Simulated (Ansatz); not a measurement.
# How MgO (Periclase) absorbs and reflects light, part 2 of 2

Aim: the dielectric function of MgO (Periclase), and the optical constants that follow from it. The cell comes from an older database entry, whose edges can differ from later determinations, mostly by under a per cent.

Ansatz 0.2.0; DFT, PBE, plane-wave PAW, default files, scalar-relativistic, independent-particle optical response without local fields.

So far. Step 2 (Ground state and bands): There is a gap, 4.71 eV on the path, so no carriers' term is needed. The cell is left with a pressure of 4.1 GPa, as it stands unrelaxed at this level.

The database entry behind the starting cell differs from other determinations of this structure, so it need not match the best structure at room temperature.

## 3. Spectrum

The spectrum is a sum over vertical transitions between filled and empty bands at the fixed density, so many empty bands are needed.

This step: DFT, PBE, plane-wave PAW, default files, scalar-relativistic, independent-particle optical response without local fields (Ansatz 0.2.0).

File input.yaml:

```yaml
crystal:
  lattice:
    - [0.0, 2.1085, 2.1085]
    - [2.1085, 0.0, 2.1085]
    - [2.1085, 2.1085, 0.0]
  atoms:
    - { symbol: Mg, position: [0.0, 0.0, 0.0] }
    - { symbol: O, position: [0.5, 0.5, 0.5] }
kpoints:
  mp_grid: { grid: [9, 9, 9] }
scf:
  occupations: { method: fixed }
hamiltonian:
  xc: pbe
  pseudopotentials: { kind: paw }
output:
  optics:
    e_range: [0, 20]
    de: 0.05
    sigma: 0.1
    nscf_kmesh: { grid: [12, 12, 12] }
    bands: { spectra_wanted_up_to: 20 }
```

On the command line:

```bash
ansatz run input.yaml --threads 4 --pin off --max-ram 8192MiB --backend cpu --events-out ev --progress --plain --runs-dir out
```

The program printed:

```text
[...]
Crystal: 2 atoms, lattice volume = 18.748 Å³
Basis set: ecut = 420 eV, 339 PW (Γ)
Bands: 12, of which v1, the nominal top of the filled ones, is band 8 counted from 1 (7 counted from 0)
Symmetry: 48 space group operations
[...]
k-points: 35 of 729
[...]
SCF iter   1: F=—  HF=-2494.132749 eV  |F-HF|=—  |Δ(HF+E_count)|=         —  Δρ=5.62e-4  dr2=6.39e-6  ethr=1.77e-3  ⟨swp⟩=4.6  Hψ=2189  notcnv=0  defer=57
[...]
SCF iter   7: F=-2494.132838 eV  HF=-2494.132838 eV  |F-HF|=0.00e0  |Δ(HF+E_count)|=  4.68e-11  Δρ=1.56e-7  dr2=1.80e-12  ethr=1.00e-12  ⟨swp⟩=3.7  Hψ=1811  notcnv=0
SCF 1 converged in 7 iterations: F = -2494.132838 eV  dr2 = 1.80e-12
[...]
NSCF: frozen V_eff on 72 k-points
[...]
output.optics: what the bands over the 19 summed would add to eps1, eps2 and the energy-loss function is held between a lower and an upper bound (7 Lanczos steps). eps1, eps2 and their loss function (loss_summed_bands) are given on every row as the summed bands alone make them. Along an axis, on a row where the two bounds hold the loss function to about 1 % of the greater of itself and 0.5 % of |1/eps|, its cell (loss_completed) is given, with the completed eps1 and eps2 that it is formed of (a cell that is left empty reads nan in the table and null in the record). The two bounds hold it so along every axis on all 401 rows up to 20.000 eV. [rest of the remark cut]
SCF converged after 7 iterations
Free energy (F): -2494.132838 eV
[...]
Internal energy: -2494.132838 eV  (E = F + TS)
E sigma→0 (E₀):  -2494.132838 eV
Fermi energy:    8.091387 eV
[...]
--- Band table (eV; the first three rows and the last of 35) ---
  k-point 0: bands = [... 4 lower, -9.1430, 8.0914, 8.0914, 8.0914, 12.8005, 23.8928, 23.8928, 23.8928]
  k-point 1: bands = [... 4 lower, -9.0098, 7.3124, 8.0095, 8.0095, 13.5519, 22.4453, 24.1807, 24.1807]
  k-point 2: bands = [... 4 lower, -8.6527, 5.8216, 7.8106, 7.8106, 14.8772, 20.8873, 24.6846, 24.6846]
  k-point 34: bands = [... 4 lower, -7.5773, 4.8564, 5.4501, 6.4899, 19.4186, 19.6657, 20.3668, 23.9850]
```

The job ended after 4 s (4 threads of Arm Neoverse V1, shared host; peak memory 0.56 GiB).

Numbers from this step:

| Property | Result |
| --- | --- |
| electronic dielectric constant ε∞, mean of the axes | 3.262 |
| absorption onset, first axis (α over 10⁴ cm⁻¹, or the direct gap if that lies higher) | 4.709 eV |
| main peak of Im epsilon, first axis | 10.99 eV |
| least direct gap on the mesh | 4.709 eV |
| bands summed | 19 |
| spectra valid up to | 31.82 eV |
| program's estimate of the k-sum error in Im epsilon | 0.05 % |
| electrons in the f-sum | 7.083 |

Im ε, any direction against photon energy; read off at these points:

| photon energy (eV) | Im ε, any direction |
| --- | --- |
| 4.50 | 1.9e-4 |
| 5.00 | 0.512 |
| 5.50 | 0.788 |
| 6.00 | 0.957 |
| 6.50 | 1.10 |
| 7.00 | 1.25 |
| 7.50 | 1.44 |
| 8.00 | 1.79 |
| 8.50 | 3.16 |
| 8.65 | 3.73 |
| 9.00 | 3.42 |
| 9.50 | 3.03 |
| 10.00 | 2.78 |
| 10.50 | 3.15 |
| 11.00 | 5.97 |
| 11.50 | 4.30 |
| 12.00 | 3.24 |
| 12.50 | 2.87 |
| 13.00 | 2.90 |
| 13.50 | 1.84 |
| 14.00 | 2.70 |
| 14.50 | 2.40 |
| 15.00 | 3.61 |
| 15.20 | 4.09 |
| 15.50 | 3.42 |
| 16.00 | 2.55 |
| 16.50 | 2.69 |
| 17.00 | 2.19 |
| 17.50 | 2.24 |
| 18.00 | 2.93 |
| 18.50 | 1.39 |
| 19.00 | 0.954 |
| 19.50 | 0.677 |
| 20.00 | 0.617 |

The Re ε, any direction by photon energy:

photon energy (eV), Re ε, any direction and a bar from the least value:
```
      0.0       3.26 #####################
      0.5       3.27 #####################
      1.0       3.28 #####################
      1.5       3.31 #####################
      2.0       3.35 #####################
      2.5       3.41 #####################
      3.0       3.49 ######################
      3.5       3.60 ######################
      4.0       3.75 #######################
      4.5       4.04 ########################
      5.0       4.35 ##########################
      5.5       4.26 #########################
      6.0       4.23 #########################
      6.5       4.25 #########################
      7.0       4.33 ##########################
      7.5       4.49 ##########################
      8.0       4.80 ############################
      8.5       5.27 ##############################
      9.0       3.56 ######################
      9.5       3.21 ####################
     10.0       3.33 #####################
     10.5       4.48 ##########################
     11.0       2.84 ###################
     11.5       0.39 #######
     12.0       0.72 #########
     12.5       0.83 ##########
     13.0       0.71 #########
     13.5       1.15 ###########
     14.0       1.45 ############
     14.5       1.43 ############
     15.0       1.61 #############
     15.5      -0.21 #####
     16.0       0.07 ######
     16.5      -0.03 ######
     17.0      -0.15 #####
     17.5      -0.11 #####
     18.0      -0.79 ##
     18.5      -1.23 
     19.0      -0.79 ##
     19.5      -0.44 ####
     20.0      -0.16 #####
```

The reflectivity at normal incidence, any direction has structure finer than the step of the table below, so its rows give means over 0.5 eV. Peaks (eV: height): 8.60: 20.4, 11.30: 29.4, 15.50: 27.2, 18.60: 44.5.

Table of reflectivity at normal incidence, any direction by photon energy; means over each step:

| photon energy (eV) | reflectivity at normal incidence, any direction (%) |
| --- | --- |
| 0.5 | 8.28 |
| 1.0 | 8.34 |
| 1.5 | 8.46 |
| 2.0 | 8.62 |
| 2.5 | 8.85 |
| 3.0 | 9.16 |
| 3.5 | 9.59 |
| 4.0 | 10.2 |
| 4.5 | 11.4 |
| 5.0 | 12.6 |
| 5.5 | 12.5 |
| 6.0 | 12.6 |
| 6.5 | 12.9 |
| 7.0 | 13.4 |
| 7.5 | 14.3 |
| 8.0 | 15.8 |
| 8.5 | 19.2 |
| 9.0 | 18.1 |
| 9.5 | 16.2 |
| 10.0 | 15.5 |
| 10.5 | 18.7 |
| 11.0 | 26.9 |
| 11.5 | 26.7 |
| 12.0 | 20.8 |
| 12.5 | 18.2 |
| 13.0 | 18.6 |
| 13.5 | 11.8 |
| 14.0 | 14.3 |
| 14.5 | 13.9 |
| 15.0 | 19.9 |
| 15.5 | 26.3 |
| 16.0 | 21.8 |
| 16.5 | 22.7 |
| 17.0 | 23.7 |
| 17.5 | 22.2 |
| 18.0 | 31.9 |
| 18.5 | 43.6 |
| 19.0 | 41.1 |
| 19.5 | 35.6 |

Table of refractive index n and extinction k by photon energy:

| photon energy (eV) | n | k |
| --- | --- | --- |
| 0.0 | 1.81 | 0 |
| 0.5 | 1.81 | 0 |
| 1.0 | 1.81 | 0 |
| 1.5 | 1.82 | 0 |
| 2.0 | 1.83 | 0 |
| 2.5 | 1.85 | 0 |
| 3.0 | 1.87 | 0 |
| 3.5 | 1.90 | 0 |
| 4.0 | 1.94 | 0 |
| 4.5 | 2.01 | 4.7e-5 |
| 5.0 | 2.09 | 0.122 |
| 5.5 | 2.07 | 0.190 |
| 6.0 | 2.07 | 0.231 |
| 6.5 | 2.08 | 0.264 |
| 7.0 | 2.10 | 0.296 |
| 7.5 | 2.15 | 0.337 |
| 8.0 | 2.23 | 0.403 |
| 8.5 | 2.39 | 0.661 |
| 9.0 | 2.06 | 0.830 |
| 9.5 | 1.95 | 0.776 |
| 10.0 | 1.96 | 0.710 |
| 10.5 | 2.23 | 0.707 |
| 11.0 | 2.17 | 1.37 |
| 11.5 | 1.53 | 1.40 |
| 12.0 | 1.42 | 1.14 |
| 12.5 | 1.38 | 1.04 |
| 13.0 | 1.36 | 1.07 |
| 13.5 | 1.29 | 0.714 |
| 14.0 | 1.50 | 0.899 |
| 14.5 | 1.45 | 0.827 |
| 15.0 | 1.67 | 1.08 |
| 15.5 | 1.27 | 1.35 |
| 16.0 | 1.14 | 1.11 |
| 16.5 | 1.15 | 1.17 |
| 17.0 | 1.01 | 1.08 |
| 17.5 | 1.03 | 1.08 |
| 18.0 | 1.06 | 1.38 |
| 18.5 | 0.560 | 1.24 |
| 19.0 | 0.474 | 1.01 |
| 19.5 | 0.429 | 0.790 |
| 20.0 | 0.487 | 0.633 |

The loss function −Im 1/ε at q → 0, any direction has structure finer than the step of the table below, so its rows give means over 0.5 eV. Peaks (eV: height): 13.35: 0.465.

Loss function −Im 1/ε at q → 0, any direction against energy loss; means over each step:

| energy loss (eV) | loss function −Im 1/ε at q → 0, any direction |
| --- | --- |
| 4.0 | 0 |
| 4.5 | 0.00125 |
| 5.0 | 0.0253 |
| 5.5 | 0.0417 |
| 6.0 | 0.0508 |
| 6.5 | 0.0570 |
| 7.0 | 0.0614 |
| 7.5 | 0.0649 |
| 8.0 | 0.0685 |
| 8.5 | 0.0896 |
| 9.0 | 0.139 |
| 9.5 | 0.155 |
| 10.0 | 0.146 |
| 10.5 | 0.112 |
| 11.0 | 0.136 |
| 11.5 | 0.226 |
| 12.0 | 0.292 |
| 12.5 | 0.318 |
| 13.0 | 0.344 |
| 13.5 | 0.389 |
| 14.0 | 0.292 |
| 14.5 | 0.295 |
| 15.0 | 0.233 |
| 15.5 | 0.296 |
| 16.0 | 0.388 |
| 16.5 | 0.374 |
| 17.0 | 0.432 |
| 17.5 | 0.440 |
| 18.0 | 0.334 |
| 18.5 | 0.411 |
| 19.0 | 0.635 |
| 19.5 | 1.04 |

Optical constants at common wavelengths, from n + ik = √ε:

| wavelength (nm) | n | k | R (%) | 1/α |
| --- | --- | --- | --- | --- |
| 1550 | 1.81 | 0.000 | 8.3 | over 1 mm |
| 800 | 1.82 | 0.000 | 8.5 | over 1 mm |
| 405 | 1.87 | 0.000 | 9.2 | over 1 mm |
| 365 | 1.89 | 0.000 | 9.5 | over 1 mm |
| 308 | 1.94 | 0.000 | 10.2 | over 1 mm |
| 248 | 2.09 | 0.122 | 12.6 | 161 nm |
| 193 | 2.08 | 0.259 | 12.8 | 59 nm |

Rows near the edge hang on the gap, which this functional as a rule makes too small, and phonon-assisted absorption over an indirect gap is left out.

Through 1 µm of it, D65 light comes out colourless (x = 0.313, y = 0.330; 84 % transmitted).

The first strong peak, at 8.66 eV, lies at the vertical distance of the highest filled and the lowest empty band at L (8.54 eV), a point of high symmetry, where critical points commonly lie; the match rests on energies alone.

The f-sum over the summed bands holds 7.1 of the cell's 16 electrons outside the frozen cores, 10 of which lie in bands more than 12 eV below the Fermi level, whose transitions come at higher energies. Up to 20 eV the strength has a mean oscillator energy of 12.0 eV, close to the main peak.

## 4. What came out

| Quantity | Value |
| --- | --- |
| gap on the path | 4.71 eV |
| least direct gap on the path | 4.71 eV |
| electronic dielectric constant ε∞, mean of the axes (independent particles) | 3.26 |
| absorption onset, first axis (α over 10⁴ cm⁻¹, or the direct gap if that lies higher) | 4.71 eV |
| main peak of Im epsilon, first axis | 11.0 eV |

In words: At this level (PBE, independent particles) MgO has ε∞ = 3.26 and n = 1.81 at 1550 nm; absorption sets in near 4.7 eV, and Im ε peaks at 11.0 eV. The gap on the path is direct, 4.71 eV. Absorption is strong from the direct gap on, 4.71 eV, in the ultraviolet, so the visible is passed. Im ε has its chief maxima at 8.66 eV (3.7), 10.99 eV (6.0), 15.20 eV (4.1) and 17.98 eV (2.9). The first strong peak, at 8.66 eV, lies at the vertical distance of the highest filled and the lowest empty band at L (8.54 eV), a point of high symmetry, where critical points commonly lie; the match rests on energies alone. Through 1 µm of it, D65 light comes out colourless (x = 0.313, y = 0.330; 84 % transmitted). Excitons and phonon-assisted transitions are missing, and so are local fields; PBE gaps are as a rule too small, which pulls the onset down and ε∞ up. In the base run ε includes the program's bounded estimate of what the bands above those summed add.

[Long decimals in the printed logs are rounded to 6 places.]

[Logs are printed without paths, hosts, clocks, repeated set-up lines and the standing remarks that a program may print on its own settings, such as how far it seeks lower states.]

[Hosts, paths, dates, database ids (printed as entryN), source tags and the programs' standing remarks are cut or masked in the printed files.]

[Where the starting crystal was built by hand or by swapping elements, it need not be the compound's stable phase.]

[The count of steps not shown may lack steps that the program refused or didn't finish.]
